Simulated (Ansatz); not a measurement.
# TaSnO3 (Pm-3m): following an unstable mode, part 2 of 3

Wanted: the energy along a soft mode of TaSnO3 (Pm-3m) and the structure at the end.

Ansatz 0.2.0; DFT PBEsol, scalar-relativistic, plane waves, PAW; PAW set soft_1.

So far, highest frequency on the path or at a solved wavevector (cm⁻¹): step 2 (phonons on a q mesh) 787. Also lowest frequency on the path (cm⁻¹): step 2 -57.1.

## Step 4: The mode frozen in, largest atomic shift 0.22 Å

The atoms are moved along the unstable eigenvector, the largest shift by 0.22 Å, with the cell fixed.

The input, input.yaml:

```yaml
crystal:
  lattice:
    - [4.0241795564, 0.0, 0.0]
    - [0.0, 4.0241795564, 0.0]
    - [0.0, 0.0, 8.0483591128]
  atoms:
    - { symbol: Ta, position: [0.5, 0.5, 0.25] }
    - { symbol: Ta, position: [0.5, 0.5, 0.75] }
    - { symbol: Sn, position: [0.0386571945, 0.0386571945, 0.0] }
    - { symbol: Sn, position: [-0.0386571945, -0.0386571945, 0.5] }
    - { symbol: O, position: [0.0, 0.5, 0.25] }
    - { symbol: O, position: [0.0, 0.5, 0.75] }
    - { symbol: O, position: [0.5, 0.0, 0.25] }
    - { symbol: O, position: [0.5, 0.0, 0.75] }
    - { symbol: O, position: [0.4896891427, 0.4896891427, 0.0] }
    - { symbol: O, position: [0.5103108573, 0.5103108573, 0.5] }
kpoints:
  mp_grid: { grid: [10, 10, 6] }
hamiltonian:
  xc: pbesol
  pseudopotentials: { kind: paw, azcp: { folder: soft_1 }, xc_functional: pbe }
scf:
  occupations: { method: methfessel_paxton, width: 0.2 }
output:
  forces: true
  stress: true
  eigenvalues: true
```

Run with:

```sh
> ansatz run input.yaml --threads 4 --pin off --max-ram 10240MiB --backend cpu --events-out ev --progress --plain --runs-dir out
```

Numbers of over 12 decimals in the logs are rounded to 6 here.

The program printed:

```text
[...]
Crystal: 10 atoms, lattice volume = 130.335 Å³
Basis set: ecut = 420 eV, 2547 PW (Γ), exchange–correlation on 54×54×108 points (8 copies of the dense FFT grid, shifted against one another)
Bands: 55, of which v1, the nominal top of the filled ones, is band 45 counted from 1 (44 counted from 0)
Symmetry: 8 space group operations
[...]
k-points: 124 of 600
[...]
k-point 0: bands = [... 41 lower, 9.3678, 9.4127, 10.9690, 12.7315, 12.9660, 12.9817, 13.0877, 13.2194, ... 6 higher]
  k-point 1: bands = [... 41 lower, 9.3614, 9.3733, 10.6676, 12.9255, 12.9729, 13.1637, 13.1737, 13.4861, ... 6 higher]
  k-point 2: bands = [... 41 lower, 9.3452, 9.3474, 10.0689, 12.9911, 13.0258, 13.5903, 13.6622, 14.1856, ... 6 higher]
  k-point 123: bands = [... 41 lower, 9.3924, 10.0370, 10.0370, 15.1468, 15.1468, 15.1679, 15.1679, 15.8473, ... 6 higher]
[key lines of the parts left out:]
SCF converged after 8 iterations
Free energy (F): -34884.475040 eV
Fermi energy:    13.771822 eV
P = ⅓ Tr σ = 0.7042 GPa (7.042 kbar)
```

The job ended after 16 s (4 threads of Arm Neoverse V1, shared host; peak memory 0.91 GiB).

Numbers from this step:

- pressure: 0.7042 GPa
- energy from the undistorted cell: -0.485 meV/atom

The energy, extrapolated to zero smearing, is -0.48 meV/atom against the undistorted cell.

The run ends at a pressure of 0.70 GPa, with forces up to 0.015 eV/Å.

## Step 5: Energy along the mode, all amplitudes (two of the runs are shown above)

An imaginary frequency means negative curvature, so the energy should fall and then rise again as anharmonic terms take over.

This step gave:

* depth at the lowest point sampled: 0.485 meV/atom
* largest atomic shift at that point: 0.22 Å

The energy from the parent by largest atomic shift:

```
largest atomic shift (Å)  energy from the parent (meV/atom)
                   0.000                                  0
                   0.040                             -0.027
                   0.080                             -0.106
                   0.140                              -0.29
                   0.220                             -0.485
                   0.320                              0.226
                   0.450                               7.32
```

Displacement at unit largest shift by atom:

```
atom   x (Å)   y (Å)  z (Å)   size
 Ta1   0.000   0.000  0.000  0.000
 Ta2   0.000   0.000  0.000  0.000
 Sn3   0.707   0.707  0.000  1.000
 Sn4  -0.707  -0.707  0.000  1.000
  O5   0.000   0.000  0.000  0.000
  O6   0.000   0.000  0.000  0.000
  O7   0.000   0.000  0.000  0.000
  O8   0.000   0.000  0.000  0.000
  O9  -0.189  -0.189  0.000  0.267
 O10   0.189   0.189  0.000  0.267
```

The lowest of the steps tried is at 0.22 Å, 0.485 meV/atom below the parent; the bottom of the well need not coincide with a step.

## Step 6: Relaxing from the distorted cell

Starting from the lowest point found, all atoms and the cell are let go, so that strain and other modes of the same symmetry can join in.

input.yaml: that of step 4 with these lines changed.

```diff
@@ -27 +27,10 @@
   eigenvalues: true
+  write_density: true
+  write_potential: true
+  elf: true
+  volumetric_format: npy
+relax:
+  adjacent_minimum: "off"
+  f_tol: 0.002
+  max_steps: 120
+  cell: { stress_tol: 0.03 }
```

The program printed:

```text
[...]
Crystal: 10 atoms, lattice volume = 130.335 Å³
Basis set: ecut = 420 eV, 2547 PW (Γ), exchange–correlation on 54×54×108 points (8 copies of the dense FFT grid, shifted against one another)
Bands: 55, of which v1, the nominal top of the filled ones, is band 45 counted from 1 (44 counted from 0)
Symmetry: 8 space group operations
[...]
k-points: 124 of 600
[...]
SCF iter   1: F=—  HF=-34884.860834 eV  |F-HF|=—  |Δ(HF+E_count)|=         —  Δρ=4.77e-2  dr2=2.63e0  ethr=3.10e-3  ⟨swp⟩=5.2  Hψ=23153  notcnv=0
[...]
SCF iter   8: F=-34884.475040 eV  HF=-34884.475040 eV  |F-HF|=1.75e-8  |Δ(HF+E_count)|=   3.16e-8  S|Δr|=    0.00e0  Δρ=6.14e-6  dr2=5.30e-8  ethr=1.11e-10  ⟨swp⟩=13.4  Hψ=51135  notcnv=0
SCF 1 converged in 8 iterations: F = -34884.475040 eV  dr2 = 5.30e-8
[...]
relax step   1: F+E_penalty+E_count = -34884.47504028 eV  Δ(F+E_penalty+E_count) = +0.000e0 eV  max|allowed force component| = 1.053e-2 eV/Å  Δτ_max = 0.0000 Å  P = +0.704 GPa  Ω = 130.335 Å³  (8 SCF iters, dr2 threshold 1.00e-7 eV, accepted)
Crystal: 10 atoms, lattice volume = 130.964 Å³
Basis set: ecut = 420 eV, 2587 PW (Γ), exchange–correlation on 54×54×108 points (8 copies of the dense FFT grid, shifted against one another)
[...]
iter 1 solved again at ethr=9.76e-7 eV; its pass at ethr=3.10e-3 eV (dr2=8.78e-4 eV) is discarded
[...]
SCF iter   4: F=-34884.475626 eV  HF=-34884.475627 eV  |F-HF|=1.26e-7  |Δ(HF+E_count)|=   9.75e-7  S|Δr|=    0.00e0  Δρ=1.95e-5  dr2=4.43e-7  ethr=1.11e-9  ⟨swp⟩=11.9  Hψ=55061  notcnv=0
SCF 2 converged in 4 iterations: F = -34884.475626 eV  dr2 = 4.43e-7
  Residual-converged pass: ⟨swp⟩=1.0  Hψ=7321  notcnv=0  max |occ|·‖R‖ = 7.1e-9 eV (tolerance 1.0e-8 eV)  dr2=4.43e-7  dr2_onsite=1.25e-8  max |Δocc| = 5.6e-10
relax step   2: F+E_penalty+E_count = -34884.47562644 eV  Δ(F+E_penalty+E_count) = -5.862e-4 eV  max|allowed force component| = 1.269e-2 eV/Å  Δτ_max = 0.0088 Å  P = -0.258 GPa  Ω = 130.964 Å³  energy of the carried Pulay correction = -1.365e-3 eV  (4 SCF iters, dr2 threshold 1.00e-6 eV, accepted)
Crystal: 10 atoms, lattice volume = 130.882 Å³
Basis set: ecut = 420 eV, 2579 PW (Γ), exchange–correlation on 54×54×108 points (8 copies of the dense FFT grid, shifted against one another)
[...]
SCF iter   4: F=-34884.476226 eV  HF=-34884.476226 eV  |F-HF|=5.87e-8  |Δ(HF+E_count)|=   9.66e-8  S|Δr|=    0.00e0  Δρ=9.52e-6  dr2=1.42e-7  ethr=4.96e-10  ⟨swp⟩=11.4  Hψ=50914  notcnv=0
SCF 3 converged in 4 iterations: F = -34884.476226 eV  dr2 = 1.42e-7
relax step   3: F+E_penalty+E_count = -34884.47622619 eV  Δ(F+E_penalty+E_count) = -5.998e-4 eV  max|allowed force component| = 1.005e-2 eV/Å  Δτ_max = 0.0070 Å  P = -0.082 GPa  Ω = 130.882 Å³  energy of the carried Pulay correction = -1.187e-3 eV  (4 SCF iters, dr2 threshold 4.46e-7 eV, accepted)
[...]
relax step   4: F+E_penalty+E_count = -34884.47675531 eV  Δ(F+E_penalty+E_count) = -5.291e-4 eV  max|allowed force component| = 1.230e-2 eV/Å  Δτ_max = 0.0207 Å  P = +0.076 GPa  Ω = 130.879 Å³  energy of the carried Pulay correction = -1.181e-3 eV  (6 SCF iters, dr2 threshold 8.55e-8 eV, accepted)
[...]
relax step   5: F+E_penalty+E_count = -34884.47682304 eV  Δ(F+E_penalty+E_count) = -6.773e-5 eV  max|allowed force component| = 6.668e-3 eV/Å  Δτ_max = 0.0192 Å  P = +0.098 GPa  Ω = 130.966 Å³  energy of the carried Pulay correction = -1.370e-3 eV  (6 SCF iters, dr2 threshold 4.35e-8 eV, accepted)
[...]
relax step   6: F+E_penalty+E_count = -34884.47675351 eV  Δ(F+E_penalty+E_count) = +6.953e-5 eV  max|allowed force component| = 1.081e-4 eV/Å  Δτ_max = 0.0034 Å  P = +0.000 GPa  Ω = 131.028 Å³  energy of the carried Pulay correction = -1.504e-3 eV  (5 SCF iters, dr2 threshold 5.03e-8 eV, accepted)
[...]
relax step   7: F+E_penalty+E_count = -34884.47832166 eV  Δ(F+E_penalty+E_count) = -1.568e-3 eV  max|allowed force component| = 1.119e-4 eV/Å  Δτ_max = 0.0000 Å  P = +0.023 GPa  Ω = 131.028 Å³  stress off target by 4.39e-2 GPa  SCF on the basis re-selected at this cell (its energy is not comparable with the rows above)  (6 SCF iters)
[...]
relax step   8: F+E_penalty+E_count = -34884.47827989 eV  Δ(F+E_penalty+E_count) = +4.177e-5 eV  max|allowed force component| = 2.774e-4 eV/Å  Δτ_max = 0.0004 Å  P = -0.006 GPa  Ω = 131.049 Å³  energy of the carried Pulay correction = -4.726e-5 eV  (5 SCF iters, dr2 threshold 4.83e-9 eV, accepted)
[...]
SCF iter   5: F=-34884.478342 eV  HF=-34884.478342 eV  |F-HF|=7.28e-12  |Δ(HF+E_count)|=  4.51e-10  S|Δr|=    0.00e0  Δρ=1.92e-7  dr2=2.82e-11  ethr=1.00e-12  ⟨swp⟩=5.6  Hψ=34384  notcnv=0
SCF 9 converged in 5 iterations: F = -34884.478342 eV  dr2 = 2.82e-11
relax step   9: F+E_penalty+E_count = -34884.47834193 eV  Δ(F+E_penalty+E_count) = -6.204e-5 eV  max|allowed force component| = 2.749e-4 eV/Å  Δτ_max = 0.0000 Å  P = -0.006 GPa  Ω = 131.049 Å³  stress off target by 1.39e-2 GPa  SCF on the basis re-selected at this cell (its energy is not comparable with the rows above)  (5 SCF iters)
[...]
SCF converged after 5 iterations
[...]
Free energy (F): -34884.478342 eV
[...]
Internal energy: -34884.473580 eV  (E = F + TS)
E sigma→0 (E₀):  -34884.477152 eV
Entropy (-TS):   -0.004762 eV (-0.476 meV/atom)
Fermi energy:    13.681284 eV
[...]
--- Forces (eV/Å), atoms counted from 1 ---
  atom   1  Ta     0.00000000    -0.00000000    -0.00000000
  atom   2  Ta     0.00000000     0.00000000    -0.00000000
  atom   3  Sn     0.00019029     0.00019029    -0.00000000
  atom   4  Sn    -0.00019029    -0.00019029     0.00000000
  atom   5  O      0.00000000    -0.00000000     0.00000000
  atom   6  O      0.00000000     0.00000000     0.00000000
  atom   7  O      0.00000000    -0.00000000     0.00000000
  atom   8  O      0.00000000     0.00000000     0.00000000
  atom   9  O      0.00027494     0.00027494     0.00000000
  atom  10  O     -0.00027494    -0.00027494    -0.00000000
  max |Σ_I F_I| component: 6.94e-18 eV/Å
--- Stress (GPa, compression-positive) ---
       -0.001941      -0.007232       0.000000
       -0.007232      -0.001941      -0.000000
        0.000000      -0.000000      -0.013909
  P = ⅓ Tr σ = -0.0059 GPa (-0.059 kbar)
--- Band table (eV; the first three rows and the last of 124) ---
  k-point 0: bands = [... 41 lower, 9.2810, 9.3398, 10.8675, 12.5560, 12.8741, 12.8902, 13.0522, 13.2005, ... 6 higher]
  k-point 1: bands = [... 41 lower, 9.2749, 9.3084, 10.5746, 12.7532, 12.8811, 13.0765, 13.0985, 13.4793, ... 6 higher]
  k-point 2: bands = [... 41 lower, 9.2592, 9.2838, 9.9879, 12.8995, 12.9189, 13.4513, 13.5511, 14.1615, ... 6 higher]
  k-point 123: bands = [... 41 lower, 9.2880, 9.9631, 9.9631, 15.0495, 15.0495, 15.0940, 15.0940, 15.8093, ... 6 higher]
--- Relaxed structure (7 steps of the walk, 7 accepted, 2 SCFs on fresh bases) ---
  F+E_penalty+E_count = -34884.47834193 eV   max|allowed force component| = 2.749e-4 eV/Å   (the final SCF, on the basis selected at the relaxed cell)
  cell:  # Å, volume = 131.0493 Å³
    - [4.024975, -0.00712985, 0.0]
    - [-0.00712985, 4.024975, 0.0]
    - [0.0, 0.0, 8.089277]
  atoms:
    - { symbol: Ta, position: [0.500000, 0.500000, 0.250000] }
    - { symbol: Ta, position: [0.500000, 0.500000, 0.750000] }
    - { symbol: Sn, position: [0.048356, 0.048356, 0] }
    - { symbol: Sn, position: [-0.048356, -0.048356, 0.500000] }
    - { symbol: O, position: [1.0842021724855044e-19, 0.500000, 0.250000] }
    - { symbol: O, position: [1.0842021724855044e-19, 0.500000, 0.750000] }
    - { symbol: O, position: [0.500000, 1.0842021724855044e-19, 0.250000] }
    - { symbol: O, position: [0.500000, 1.0842021724855044e-19, 0.750000] }
    - { symbol: O, position: [0.489511, 0.489511, 0] }
    - { symbol: O, position: [0.510489, 0.510489, 0.500000] }
```

Elapsed: 2.7 min, on 4 threads; peak memory 0.97 GiB.

Step by step:

```
step  energy less that of the first step (eV)  largest force component (eV/Å)  pressure (GPa)  volume (Å³)
   1                                   0.0000                          0.0105            0.70       130.34
   2                                  -0.0006                          0.0127           -0.26       130.96
   3                                  -0.0012                          0.0100           -0.08       130.88
   4                                  -0.0017                          0.0123            0.08       130.88
   5                                  -0.0018                          0.0067            0.10       130.97
   6                                  -0.0017                          0.0001            0.00       131.03
  7*                                  -0.0033                          0.0001            0.02       131.03
   8                                  -0.0032                          0.0003           -0.01       131.05
  9*                                  -0.0033                          0.0003           -0.01       131.05
```

Relaxation steps marked * repeat the geometry before them on a plane-wave basis chosen anew for their cell, so energy and pressure can jump there.

Forces are held to the 8 operations that the run works with; a distortion that breaks them can't arise in this run.

```
conventional cell, symmetrised  before  after  change
                         a (Å)   5.691  5.702  +0.2 %
                         b (Å)   5.691  5.682  -0.2 %
                         c (Å)   8.048  8.089  +0.5 %
              volume (Å³/atom)   13.03  13.10  +0.5 %
```

The atoms that moved most (Å, as changes of fractional coordinates times the final cell):

```
atom      dx      dy     dz  length
 Sn3   0.039   0.039  0.000   0.055
 Sn4  -0.039  -0.039  0.000   0.055
```

Numbers from this step:

| Quantity | Value |
| --- | --- |
| pressure | -0.005930 GPa |
| volume per atom | 13.10 Å³ |

ELF in the bc plane of the conventional cell at fractional x = 0.000, with atoms of Ta and Sn and O within 0.2 Å of it. It is the smooth field of the valence electrons, not physical close to the nuclei.

Ten even steps from '0' (0.00) to '9' (0.78), each cell a mean:
```
0001138758611000
2211115787310012
4332112343110134
2233247887411344
0013269889721442
0013269669821441
1123259999621343
3332125665310244
3321112454110123
1111127888411001
0001139538611000
0001138759611100
2100115786311122
4321012443211234
3441136898522322
0342159979832200
0342159859832200
1442148999732310
4431024665322333
3210013554211233
1000127888411111
0001138538611000
```
Columns run along b (5.7 Å), rows up along c (8.1 Å), edges of the conventional cell, whose origin can differ from the input's. Atoms in or near the plane, at fractional coordinates: Ta at (0.50, 0.00), Ta at (0.50, 0.50), Sn at (0.05, 0.75), Sn at (0.95, 0.25), O at (0.49, 0.75), O at (0.51, 0.25).

Electrostatic potential energy in the bc plane of the conventional cell at fractional x = 0.000, with atoms of Ta and Sn and O within 0.2 Å of it. With pseudopotentials it is smooth inside the atoms' cores, unlike the true potential.

Ten even steps from '0' (-45 eV) to '9' (16 eV), each cell a mean:
```
9999962000589999
9999985224789999
6688998767899998
5557998668999975
9955896225999865
9965895114999856
7746897447999964
5568998778999986
8889987546899998
9999974102689999
9999862000489999
9999962001589999
9999985224789999
7899998767899876
4689999767998645
7479998324897479
8479997213797489
5589998535998567
5799999878998755
8999987546899988
9999974102689999
9999862000489999
```
Columns run along b (5.7 Å; values clipped at the 3rd and 97th percentile), rows up along c (8.1 Å), edges of the conventional cell, whose origin can differ from the input's. Atoms in or near the plane, at fractional coordinates: Ta at (0.50, 0.00), Ta at (0.50, 0.50), Sn at (0.05, 0.75), Sn at (0.95, 0.25), O at (0.49, 0.75), O at (0.51, 0.25).

Valence density in the bc plane of the conventional cell at fractional x = 0.000, with atoms of Ta and Sn and O within 0.2 Å of it. It is the smooth field of the valence electrons, not physical close to the nuclei.

Ten even steps from '_' (0 e/Å³) to '@' (12 e/Å³), each cell a mean:
```
____________::------..__________
______________::::..____________
________________________________
::::..________....______________
####--______..====..__________--
@@@@==______..++**::__________--
====::______..::::..__________::
....____________________________
______________....______________
____________..----::____________
____________::------..__________
____________::------..__________
______________::::..____________
________________________________
..____________....__________..::
++..__________--++::______..++##
**..________..==**--______::**@@
--____________::--..______..--++
______________________________..
______________....______________
____________..----::____________
____________::------..__________
```
Columns run along b (5.7 Å), rows up along c (8.1 Å), edges of the conventional cell, whose origin can differ from the input's. Atoms in or near the plane, at fractional coordinates: Ta at (0.50, 0.00), Ta at (0.50, 0.50), Sn at (0.05, 0.75), Sn at (0.95, 0.25), O at (0.49, 0.75), O at (0.51, 0.25).

The distorted start has space group Cmcm; the relaxation ends in Cmcm.

## Step 7: The new phase in its own primitive cell

The relaxed structure is symmetrised, reduced to its primitive cell and relaxed tightly, as its phonons need.

The input, input.yaml:

```yaml
crystal:
  lattice:
    - [2.8511286553, -2.8410455203, 0.0]
    - [2.8511286553, 2.8410455203, 0.0]
    - [0.0, 0.0, 8.0892772481]
  atoms:
    - { symbol: Ta, position: [0.5, 0.5, 0.0] }
    - { symbol: Ta, position: [0.5, 0.5, 0.5] }
    - { symbol: Sn, position: [0.9516436415, 0.0483563585, 0.75] }
    - { symbol: Sn, position: [0.0483563585, 0.9516436415, 0.25] }
    - { symbol: O, position: [0.5, 0.0, 0.0] }
    - { symbol: O, position: [0.5, 0.0, 0.5] }
    - { symbol: O, position: [0.0, 0.5, 0.0] }
    - { symbol: O, position: [0.0, 0.5, 0.5] }
    - { symbol: O, position: [0.5104894576, 0.4895105424, 0.75] }
    - { symbol: O, position: [0.4895105424, 0.5104894576, 0.25] }
kpoints:
  mp_grid: { grid: [10, 10, 6] }
hamiltonian:
  xc: pbesol
  pseudopotentials: { kind: paw, azcp: { folder: soft_1 }, xc_functional: pbe }
scf:
  occupations: { method: methfessel_paxton, width: 0.2 }
output:
  forces: true
  stress: true
  eigenvalues: true
relax:
  adjacent_minimum: "off"
  f_tol: 0.001
  max_steps: 60
  cell: { stress_tol: 0.01 }
```

The program printed:

```text
[...]
Crystal: 10 atoms, lattice volume = 131.049 Å³
Basis set: ecut = 420 eV, 2579 PW (Γ), exchange–correlation on 54×54×120 points (8 copies of the dense FFT grid, shifted against one another)
Bands: 55, of which v1, the nominal top of the filled ones, is band 45 counted from 1 (44 counted from 0)
Symmetry: 8 space group operations
[...]
k-points: 124 of 600
[...]
- { symbol: Sn, position: [0.048340, 0.951660, 0.250000] }
    - { symbol: O, position: [0.5, 2.7755575615628914e-17, 0] }
    - { symbol: O, position: [0.5, 2.7755575615628914e-17, 0.500000] }
    - { symbol: O, position: [2.7755575615628914e-17, 0.5, 0] }
    - { symbol: O, position: [2.7755575615628914e-17, 0.5, 0.500000] }
    - { symbol: O, position: [0.510404, 0.489596, 0.750000] }
    - { symbol: O, position: [0.489596, 0.510404, 0.250000] }
[key lines of the parts left out:]
SCF converged after 8 iterations
Free energy (F): -34884.478368 eV
Fermi energy:    13.681861 eV
P = ⅓ Tr σ = 0.0017 GPa (0.017 kbar)
```

Run time: 70 s. Hardware: 4 threads; peak memory 0.96 GiB.

Little changed from the start: no atom moved by 0.005 Å and no cell edge by 0.1 %.

Numbers from this step:

* pressure: 0.001742 GPa

The largest force component left is 0.11 meV/Å and the pressure is 0.002 GPa, within the tolerances set. The cell now holds 13.10 Å³/atom.

(Part 2 of 3 ends here.)

[Logs are printed without paths, hosts, clocks, repeated set-up lines and the standing remarks that a program may print on its own settings, such as how far it seeks lower states.]

[Hosts, paths, dates, database ids (printed as entryN), source tags and the programs' standing remarks are cut or masked in the printed files.]
